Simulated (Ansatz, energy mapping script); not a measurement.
# NiO: energy mapping under HSE06

How strongly do the moments of NiO couple under HSE06? The plan is to run several orders and fit a Heisenberg model.

Method: HSE06; plane waves, collinear spin, no spin–orbit coupling, in Ansatz 0.2.0.

## Step 1: The structure

Symmetry: Fm-3m, No. 225, cubic system. The conventional cell has a = 4.172 Å, b = 4.172 Å, c = 4.172 Å, α = 90.00°, β = 90.00°, γ = 90.00°. Ni has 6 O at 2.09 Å nearest. Nearest to O lie 6 Ni at 2.09 Å. Farther neighbours and most contacts between anions are not listed.

Structure file:

```cif
data_structure
_symmetry_space_group_name_H-M 'Fm-3m'
_symmetry_Int_Tables_number 225
_cell_length_a 4.1718
_cell_length_b 4.1718
_cell_length_c 4.1718
_cell_angle_alpha 90.000
_cell_angle_beta 90.000
_cell_angle_gamma 90.000
_cell_volume 72.61
loop_
_atom_site_label
_atom_site_type_symbol
_atom_site_symmetry_multiplicity
_atom_site_Wyckoff_symbol
_atom_site_fract_x
_atom_site_fract_y
_atom_site_fract_z
_atom_site_occupancy
Ni1 Ni 4 a 0.00000 0.00000 0.00000 1
O1 O 4 b 0.50000 0.00000 0.00000 1
```

Exact exchange localises the open shell without a U to choose, and it is dear.

## Step 2: Order 1: parallel, cell A of 4 atoms

Each cell gets its own parallel run on the same mesh, so that most of the mesh error cancels in the differences.

Contents of input.yaml:

```yaml
crystal:
  lattice:
    - [0.0, -2.085901641, -2.085901641]
    - [0.0, 2.085901641, -2.085901641]
    - [4.171803282, 0.0, 0.0]
  atoms:
    - { symbol: Ni, position: [0.5, 0.5, 0.5], spin: 2.0 }
    - { symbol: Ni, position: [0.0, 0.0, 0.0], spin: 2.0 }
    - { symbol: O, position: [0.5, 0.5, 0.0] }
    - { symbol: O, position: [0.0, 0.0, 0.5] }
magnetization:
  spin_polarized: true
kpoints:
  mp_grid: { grid: [8, 8, 6] }
hamiltonian:
  xc: hse06
scf:
  occupations: { method: fermi_dirac, width: 0.05 }
output:
  eigenvalues: true
```

Run with:

```console
$ ansatz run input.yaml --threads 4 --pin off --max-ram 8192MiB --backend cpu --events-out ev --progress --plain --runs-dir out
```

Numbers of over 12 decimals in the logs are rounded to 6 here.

Log:

```text
Engine: ansatz 0.2.0, aarch64-unknown-linux-gnu
Pseudopotentials: kind: paw
Pseudopotential: Ni, paw, valence charge 18, recommended cutoff 420 eV (normal), Ni.paw.azcp
Pseudopotential: O, paw, valence charge 6, recommended cutoff 420 eV (normal), O.paw.azcp
Functional definition: HSE06
  parameter a = 0.25
  parameter omega = 0.11/bohr
  exchange = pbe_x - a*pbe_x_sr(omega) + a*exact_x_sr(omega)
  correlation = pbe_c
Crystal: 4 atoms, lattice volume = 36.303 Å³
Basis set: ecut = 420 eV, 681 PW (Γ)
Bands: 32, of which v1, the nominal top of the filled ones, is band 24 counted from 1 (23 counted from 0)
Symmetry: 32 space group operations
Space group: Fm-3m (ITA 225), of the structure as read, at distance tolerance 3.3e-5 Å
Magnetic group: BNS 225.116 (UNI 1618), of the structure as read, at distance tolerance 3.3e-5 Å
k-points: 60 of 384
Non-local potential: Ni, projectors of the file, l = 0: 3, l = 1: 2, l = 2: 3, l = 3: 1
Non-local potential: O, projectors of the file, l = 0: 2, l = 1: 2, l = 2: 1
PAW form: soft (Blöchl's): semilocal exchange-correlation on the pseudo side does not see the compensation charge
PAW frozen core: Ni, regenerated for the run's functional, and the local potential with it (the file was generated under x = pbe(κ = 0.804, μ = 0.219515), c = pbe(β = 0.066725))
PAW frozen core: O, regenerated for the run's functional, and the local potential with it (the file was generated under x = pbe(κ = 0.804, μ = 0.219515), c = pbe(β = 0.066725))
PAW one-centre angular grid: Ni, 590 points (default); XC on 96 Gauss nodes
PAW one-centre angular grid: O, 110 points (default); XC on 96 Gauss nodes
Initial density: superposition of atomic densities (chi_scale 0.1, normalization cell, long waves kept (reshape's long-wave potential 0.00 eV rms))
Starting moments: Σ|m| = 4 μB on 2 of 4 sites
Initial wavefunctions: pseudopotential atomic-orbital guess
Functional: x = pbe(κ = 0.804, μ = 0.219515), c = pbe(β = 0.066725), warm-up for x = pbe(κ = 0.804, μ = 0.219515) + 0.25 (exact − pbe) at short range (hse, ω = 0.207870 Å⁻¹), c = pbe(β = 0.066725); HSE06 as pw.x's `hse` composes it (authors' and Libxc's form: `xc: wpbeh`)
SCF iter   1: F=—  HF=-12817.311114 eV  |F-HF|=—  |Δ(HF+E_count)|=         —  Δρ=3.83e-1 (↑9.62e-2 ↓3.83e-1)  dr2=5.33e1  dr2_m=1.00e1  M=0.923 μB ∫|m|=0.930 μB  β_m=0.30  ethr=1.00e-1  ⟨swp⟩=5.7  Hψ=10699  notcnv=0
preconditioner: auto → Kerker (q_TF=auto, 2.858 Å⁻¹)  [metal: Δε(μ)=0.038 eV  Ē_g=13.911 eV  σ=0.050 eV  W_gap=0.19  n_scr=14 (ndim 8)  ℏωp=34.9 eV  f_vac=0.000  D(μ)=1.97/eV (n_scr^D=20)]
spin=Collinear: Kerker preconditioning applied to the charge; magnetization (m = ρ↑ − ρ↓) channel mixes plain (no charge-response kernel on spin).
iter 2 solved again at ethr=1.81e-3 eV; its pass at ethr=1.00e-1 eV (dr2=8.70e-1 eV) is discarded
SCF iter   2: F=—  HF=-12811.436328 eV  |F-HF|=—  |Δ(HF+E_count)|=    5.87e0  Δρ=7.65e-2 (↑7.65e-2 ↓6.75e-2)  dr2=9.36e-1  dr2_m=8.78e-1  M=2.203 μB ∫|m|=2.206 μB  β_m=0.30  ethr=1.81e-3  ⟨swp⟩=3.5  Hψ=17199  notcnv=0  defer=18
SCF iter   3: F=—  HF=-12811.190134 eV  |F-HF|=—  |Δ(HF+E_count)|=   2.46e-1  Δρ=6.49e-2 (↑4.13e-2 ↓6.49e-2)  dr2=5.34e-1  dr2_m=6.79e-1  M=2.034 μB ∫|m|=2.036 μB  β_m=0.30  ethr=1.81e-3  ⟨swp⟩=3.1  Hψ=9014  notcnv=0  defer=7
SCF iter   4: F=—  HF=-12811.210723 eV  |F-HF|=—  |Δ(HF+E_count)|=   2.06e-2  Δρ=2.56e-2 (↑2.56e-2 ↓2.22e-2)  dr2=1.34e-2  dr2_m=1.72e-1  M=2.251 μB ∫|m|=2.253 μB  β_m=1.00  ethr=1.11e-3  ⟨swp⟩=3.1  Hψ=10466  notcnv=0  defer=7
SCF iter   5: F=—  HF=-12811.208182 eV  |F-HF|=—  |Δ(HF+E_count)|=   2.54e-3  Δρ=2.17e-2 (↑8.56e-3 ↓2.17e-2)  dr2=1.36e-1  dr2_m=4.47e-2  M=2.457 μB ∫|m|=2.466 μB  β_m=1.00  ethr=2.80e-5  ⟨swp⟩=4.1  Hψ=12244  notcnv=0  defer=5
SCF iter   6: F=—  HF=-12811.230724 eV  |F-HF|=—  |Δ(HF+E_count)|=   2.25e-2  Δρ=5.42e-3 (↑2.34e-3 ↓5.42e-3)  dr2=8.20e-3  dr2_m=2.06e-3  M=2.512 μB ∫|m|=2.521 μB  β_m=1.00  ethr=2.80e-5  ⟨swp⟩=3.2  Hψ=9850  notcnv=0  defer=5
SCF iter   7: F=—  HF=-12811.256125 eV  |F-HF|=—  |Δ(HF+E_count)|=   2.54e-2  Δρ=4.22e-3 (↑4.22e-3 ↓3.30e-3)  dr2=9.72e-3  dr2_m=9.08e-4  M=2.551 μB ∫|m|=2.559 μB  β_m=0.30  ethr=1.71e-5  ⟨swp⟩=3.2  Hψ=9050  notcnv=0  defer=1
Mixer restart at iter 7: flushing history
spin-set hold released at iteration 7 (site moments contracting): the magnetisation degrees of freedom join the quasi-Newton model from the next iteration; the mixer history was flushed
SCF iter   8: F=—  HF=-12811.273834 eV  |F-HF|=—  |Δ(HF+E_count)|=   1.77e-2  Δρ=5.82e-3 (↑5.48e-3 ↓5.82e-3)  dr2=6.21e-4  dr2_m=1.03e-2  M=2.637 μB ∫|m|=2.644 μB  β_m=0.65  ethr=1.71e-5  ⟨swp⟩=2.9  Hψ=7922  notcnv=0
[...]
SCF 1 converged in 25 iterations: F = -12811.348007 eV  dr2 = 6.09e-10
  greatest PAW one-centre occupation: 1.002 electrons in one spin orbital (limit 2), on the Ni atom at site 1 (counted from 0), in its partial waves of l = 1
Initial density: handed on by an earlier stage of this run
Starting moments: Σ|m| = 4 μB on 2 of 4 sites; this step starts from the density that it was given
Initial wavefunctions: those handed on with the density
[...]
SCF iter   4: F=—  HF=-12810.396605 eV  |F-HF|=—  |Δ(HF+E_count)|=   8.44e-7  Δρ=3.05e-5 (↑2.94e-5 ↓3.05e-5)  dr2=8.99e-8  dr2_m=2.45e-7  M=4.000 μB ∫|m|=4.062 μB  β_m=0.59  ethr=1.51e-9  ⟨swp⟩=3.1  Hψ=8404  notcnv=0  defer=1
SCF iter   5: F=-12810.396605 eV  HF=-12810.396605 eV  |F-HF|=5.81e-8  |Δ(HF+E_count)|=   2.33e-7  Δρ=1.50e-5 (↑3.35e-6 ↓1.50e-5)  dr2=7.15e-8  dr2_m=1.28e-8  M=4.000 μB ∫|m|=4.063 μB  ethr=1.71e-10  ⟨swp⟩=3.6  Hψ=10221  notcnv=0  defer=2
SCF 3 converged in 5 iterations: F = -12810.396605 eV  dr2 = 7.15e-8
hybrid outer 2: dexx = +1.650e-5 eV, tail = 1.36e-6 eV, Δε = 1.58e-2 eV (about 6.59e-4 eV left of the loop's levels)
Exchange kernel: α = 0.2500, screened, ω = 0.2079 Å⁻¹, Wigner–Seitz truncation, v(0) = 1046.7717 eV·Å³, q-mesh 8×8×6, nearest image of the exchange supercell L = 23.60 Å, pair-density grid 18×18×24, without the augmentation charges, whose exchange is taken in its separable form by FFT convolution over the k-point mesh (sized by the pseudopotential files, 20×20×30 at the most), smooth part of the exact exchange by density-matrix convolution
Frozen-core exchange: fock
SCF iter   1: F=—  HF=-12810.396603 eV  |F-HF|=—  |Δ(HF+E_count)|=         —  Δρ=1.14e-5 (↑9.22e-6 ↓1.14e-5)  dr2=4.96e-8  dr2_m=9.63e-9  M=4.000 μB ∫|m|=4.063 μB  β_m=0.30  ethr=1.42e-8  ⟨swp⟩=2.6  Hψ=7787  notcnv=0
preconditioner: auto → none  [insulator: Δε(μ)=3.027 eV  Ē_g=16.335 eV  σ=0.050 eV  W_gap=1.00  n_scr=14 (ndim 8)  ℏωp=34.9 eV  f_vac=0.000  D(μ)=0.00/eV (n_scr^D=0)]
SCF iter   2: F=-12810.396603 eV  HF=-12810.396603 eV  |F-HF|=1.93e-9  |Δ(HF+E_count)|=   3.35e-8  Δρ=8.69e-6 (↑6.59e-6 ↓8.69e-6)  dr2=1.21e-8  dr2_m=1.46e-8  M=4.000 μB ∫|m|=4.063 μB  ethr=9.47e-11  ⟨swp⟩=4.0  Hψ=10057  notcnv=0  defer=2
SCF 4 converged in 2 iterations: F = -12810.396603 eV  dr2 = 1.21e-8
hybrid outer 3: dexx = +3.692e-8 eV, tail = 7.33e-8 eV, Δε = 4.30e-4 eV (about 1.71e-4 eV left of the loop's levels)
The result ahead of the solve for the band table, with the exchange loop's own table, told since no file at a place of the run's own has it by now; the run can take it back:
hybrid SCF converged: 3 outer / 14 inner (+25 warm-up), last move |dexx| = 3.69e-8 eV, tail = 7.33e-8 eV
Magnetization: 4.0000 μB (26.0000 up, 22.0000 down)
Absolute magnetization: 4.0591 μB (∫|ρ↑−ρ↓|, with the PAW one-centre terms)
Spin contamination: 0.0061 ħ² per cell (⟨S²⟩ above its minimum at these occupations)
Per-site moments (μB) at R_I (Å): [(1.725299, 0.860434), (1.725299, 0.860434), (0.239496, 0.860434), (0.239496, 0.860434)]
Free energy (F): -12810.396603 eV
Frozen-core exchange: fock
Harris-Foulkes:  -12810.396603 eV  (|F-HF|=1.93e-9)
Internal energy: -12810.396603 eV  (E = F + TS)
E sigma→0 (E₀):  -12810.396603 eV
Fermi energy:    14.539345 eV
--- Per-component energies (eV) ---
  E_band       = -810.020141
  E_kinetic    = 902.704917
  E_local      = -7979.901502  (includes V_loc(G=0)·N_el)
  E_nonlocal   = 1387.970624
  E_hartree    = 3286.585911
  E_xc         = -250.708140
  E_vxc        = -318.681953  (∫ρ·V_xc dr)
  E_exx        = -234.411567  (= α·E_x^exact, valence–valence)
  E_paw        = -3412.559535  (= ΣΔE_a)
  E_vpaw       = -906.472063  (= ΣTr[D̂ρ^β])
  E_aug_tail   = 0.006368  (compensation charges beyond the density's cutoff)
  E_ewald      = -6509.597821
  E_core_change = -0.485859  (= ΣΔE_core)
  E_smearing   = -0.000000  (= −TS)
  E_closure    = -0.000000  (closes the sum)
  Σ components = -12810.396603   (vs F -12810.396603, Δ=0.00e0)
--- Band table (eV; the first three rows and the last of 120) ---
  k-point 0 ↑: bands = [... 20 lower, 9.0981, 9.8494, 9.8494, 10.5829, 10.5829, 10.5832, 16.6003, 21.3230, ... 1 higher]
  k-point 1 ↑: bands = [... 20 lower, 9.3821, 10.1119, 10.1119, 10.6552, 10.6749, 10.6749, 17.3033, 21.5251, ... 1 higher]
  k-point 2 ↑: bands = [... 20 lower, 10.0791, 10.5121, 10.5121, 10.6884, 10.8040, 10.8040, 18.9295, 21.6143, ... 1 higher]
  k-point 59 ↓: bands = [... 20 lower, 11.1578, 11.1578, 17.1110, 17.1110, 17.7193, 17.7193, 24.7240, 24.7240, ... 1 higher]
this state was not tested for a lower state beside it, because the functional holds exact exchange (a hybrid, or Hartree-Fock), whose exchange loop this test does not read (fock_operator); the stability check (scf.self_checks: high) cannot read this state: a pseudopotential is PAW: the check reads norm-conserving sets alone
hybrid SCF converged: 3 outer / 14 inner (+25 warm-up), last move |dexx| = 3.69e-8 eV, tail = 7.33e-8 eV
Magnetization: 4.0000 μB (26.0000 up, 22.0000 down)
Absolute magnetization: 4.0591 μB (∫|ρ↑−ρ↓|, with the PAW one-centre terms)
Spin contamination: 0.0061 ħ² per cell (⟨S²⟩ above its minimum at these occupations)
Per-site moments (μB) at R_I (Å): [(1.725299, 0.860434), (1.725299, 0.860434), (0.239496, 0.860434), (0.239496, 0.860434)]
Free energy (F): -12810.396603 eV
Frozen-core exchange: fock
Harris-Foulkes:  -12810.396603 eV  (|F-HF|=1.93e-9)
Internal energy: -12810.396603 eV  (E = F + TS)
E sigma→0 (E₀):  -12810.396603 eV
Fermi energy:    14.539345 eV
--- Per-component energies (eV) ---
  E_band       = -810.020141
  E_kinetic    = 902.704917
  E_local      = -7979.901502  (includes V_loc(G=0)·N_el)
  E_nonlocal   = 1387.970624
  E_hartree    = 3286.585911
  E_xc         = -250.708140
  E_vxc        = -318.681953  (∫ρ·V_xc dr)
  E_exx        = -234.411567  (= α·E_x^exact, valence–valence)
  E_paw        = -3412.559535  (= ΣΔE_a)
  E_vpaw       = -906.472063  (= ΣTr[D̂ρ^β])
  E_aug_tail   = 0.006368  (compensation charges beyond the density's cutoff)
  E_ewald      = -6509.597821
  E_core_change = -0.485859  (= ΣΔE_core)
  E_smearing   = -0.000000  (= −TS)
  E_closure    = -0.000000  (closes the sum)
  Σ components = -12810.396603   (vs F -12810.396603, Δ=0.00e0)
--- Band table (eV; the first three rows and the last of 120) ---
  k-point 0 ↑: bands = [... 20 lower, 9.0981, 9.8494, 9.8494, 10.5829, 10.5829, 10.5832, 16.6003, 21.3230, ... 4 higher]
  k-point 1 ↑: bands = [... 20 lower, 9.3821, 10.1119, 10.1119, 10.6552, 10.6748, 10.6748, 17.3033, 21.5251, ... 4 higher]
  k-point 2 ↑: bands = [... 20 lower, 10.0791, 10.5121, 10.5121, 10.6884, 10.8040, 10.8040, 18.9295, 21.6143, ... 4 higher]
  k-point 59 ↓: bands = [... 20 lower, 11.1578, 11.1578, 17.1111, 17.1111, 17.7194, 17.7194, 24.7240, 24.7240, ... 4 higher]
```

It took 1.7 min on 4 threads of Arm Neoverse N1, shared host; peak memory 2.5 GiB; 6.1 min of CPU time.

Spin moment in the sphere by atom:

```csv
atom,spin moment in the sphere (μB)
Ni1,1.73
Ni2,1.73
O3,0.24
O4,0.24
```

The run ends ferromagnetic.

## Step 3: Order 2: compensated +−, cell A of 4 atoms

This order reverses 8 of the 12 neighbours at 2.95 Å and 0 of the 6 neighbours at 4.17 Å, counted for an average magnetic atom.

Changes to input.yaml since step 2:

```diff
@@ -7,3 +7,3 @@
     - { symbol: Ni, position: [0.5, 0.5, 0.5], spin: 2.0 }
-    - { symbol: Ni, position: [0.0, 0.0, 0.0], spin: 2.0 }
+    - { symbol: Ni, position: [0.0, 0.0, 0.0], spin: -2.0 }
     - { symbol: O, position: [0.5, 0.5, 0.0] }
```

Log:

```text
[...]
Crystal: 4 atoms, lattice volume = 36.303 Å³
Basis set: ecut = 420 eV, 681 PW (Γ)
Bands: 32, of which v1, the nominal top of the filled ones, is band 24 counted from 1 (23 counted from 0)
Symmetry: 16 space group operations
[...]
k-points: 60 of 384
[...]
Starting moments: Σ|m| = 4 μB on 2 of 4 sites
Starting magnetic order: antiferromagnet; a translation exchanges its spin sublattices: spin-degenerate at every k-point
[...]
the translation (0.5, 0.5, 0.5) carries every atom to within crystal.symmetry.tolerance of an atom of its element with the starting moment reversed, but both spin channels are solved: under a hybrid functional one channel is solved only on norm-conserving pseudopotentials (hamiltonian.pseudopotentials.kind)
SCF iter   1: F=—  HF=-12817.313797 eV  |F-HF|=—  |Δ(HF+E_count)|=         —  Δρ=2.79e-1 (↑2.79e-1 ↓2.79e-1)  dr2=5.34e1  dr2_m=9.98e0  M=0.000 μB ∫|m|=0.762 μB  β_m=0.30  ethr=1.00e-1  ⟨swp⟩=5.7  Hψ=10800  notcnv=0
[...]
SCF iter  32: F=-12811.270327 eV  HF=-12811.270327 eV  |F-HF|=6.86e-10  |Δ(HF+E_count)|=  5.46e-11  Δρ=1.19e-6 (↑5.70e-7 ↓1.19e-6)  dr2=6.48e-10  dr2_m=6.98e-11  M=-0.000 μB ∫|m|=3.138 μB  ethr=1.89e-12  ⟨swp⟩=3.0  Hψ=8252  notcnv=0
SCF 1 converged in 32 iterations: F = -12811.270327 eV  dr2 = 6.48e-10
[...]
Frozen-core exchange: fock
[...]
SCF 2 stopped early in 7 iterations: F = -12810.367719 eV  dr2 = 4.10e-5
[...]
hybrid outer 1: dexx = +4.306e-1 eV, tail = 1.32e-3 eV
[...]
Frozen-core exchange: fock
[...]
SCF 3 converged in 5 iterations: F = -12810.364066 eV  dr2 = 8.33e-8
[...]
Frozen-core exchange: fock
[...]
SCF 4 converged in 2 iterations: F = -12810.364064 eV  dr2 = 8.93e-9
[...]
Magnetization: 0.0000 μB (24.0000 up, 24.0000 down)
Absolute magnetization: 3.8266 μB (∫|ρ↑−ρ↓|, with the PAW one-centre terms)
[...]
Per-site moments (μB) at R_I (Å): [(1.735572, 0.860434), (-1.735573, 0.860434), (-0.082219, 0.860434), (0.082221, 0.860434)]
Free energy (F): -12810.364064 eV
Frozen-core exchange: fock
[...]
Internal energy: -12810.364064 eV  (E = F + TS)
E sigma→0 (E₀):  -12810.364064 eV
Fermi energy:    14.731406 eV
[...]
--- Band table (eV; the first three rows and the last of 120) ---
  k-point 0 ↑: bands = [... 20 lower, 10.7703, 10.9675, 11.0072, 11.0072, 16.3134, 16.6688, 16.8260, 21.6087, ... 1 higher]
  k-point 1 ↑: bands = [... 20 lower, 10.8533, 10.8533, 11.1794, 11.1794, 16.3113, 16.8079, 17.6436, 21.8612, ... 1 higher]
  k-point 2 ↑: bands = [... 20 lower, 11.0711, 11.0711, 11.4256, 11.4256, 16.3072, 16.9686, 19.4096, 22.1459, ... 1 higher]
  k-point 59 ↓: bands = [... 20 lower, 11.0205, 11.0205, 11.0321, 11.1274, 17.0929, 17.7038, 23.9701, 24.6647, ... 1 higher]
[...]
Magnetization: 0.0000 μB (24.0000 up, 24.0000 down)
Absolute magnetization: 3.8266 μB (∫|ρ↑−ρ↓|, with the PAW one-centre terms)
[...]
Per-site moments (μB) at R_I (Å): [(1.735572, 0.860434), (-1.735573, 0.860434), (-0.082219, 0.860434), (0.082221, 0.860434)]
Free energy (F): -12810.364064 eV
Frozen-core exchange: fock
[...]
Internal energy: -12810.364064 eV  (E = F + TS)
E sigma→0 (E₀):  -12810.364064 eV
Fermi energy:    14.731406 eV
[...]
--- Band table (eV; the first three rows and the last of 120) ---
  k-point 0 ↑: bands = [... 20 lower, 10.7703, 10.9675, 11.0072, 11.0072, 16.3134, 16.6689, 16.8260, 21.6087, ... 4 higher]
  k-point 1 ↑: bands = [... 20 lower, 10.8533, 10.8533, 11.1794, 11.1794, 16.3113, 16.8080, 17.6436, 21.8612, ... 4 higher]
  k-point 2 ↑: bands = [... 20 lower, 11.0711, 11.0711, 11.4256, 11.4256, 16.3073, 16.9686, 19.4096, 22.1459, ... 4 higher]
  k-point 59 ↓: bands = [... 20 lower, 11.0205, 11.0205, 11.0321, 11.1274, 17.0930, 17.7039, 23.9701, 24.6647, ... 4 higher]
```

Run time: 1.9 min. Hardware: 4 threads; peak memory 2.4 GiB; 6.9 min of CPU time.

Spin moment in the sphere by atom:

```csv
atom,spin moment in the sphere (μB)
Ni1,1.74
Ni2,-1.74
O3,-0.08
O4,0.08
```

The run ends antiferromagnetic, 16.27 meV a magnetic atom above the parallel order of its cell.

(Part 1 of 2 ends here.)

[Logs and program files are shortened in this print: banners, set-up blocks, solver, clock and traceback lines can be left out without a mark of their own.]

[Logs are printed without paths, hosts, clocks, repeated set-up lines and the standing remarks that a program may print on its own settings, such as how far it seeks lower states.]

[Hosts, paths, dates, database ids (printed as entryN), source tags and the programs' standing remarks are cut or masked in the printed files.]

[Where a cell is said to come from a database of computed structures, the database is the Materials Project.]
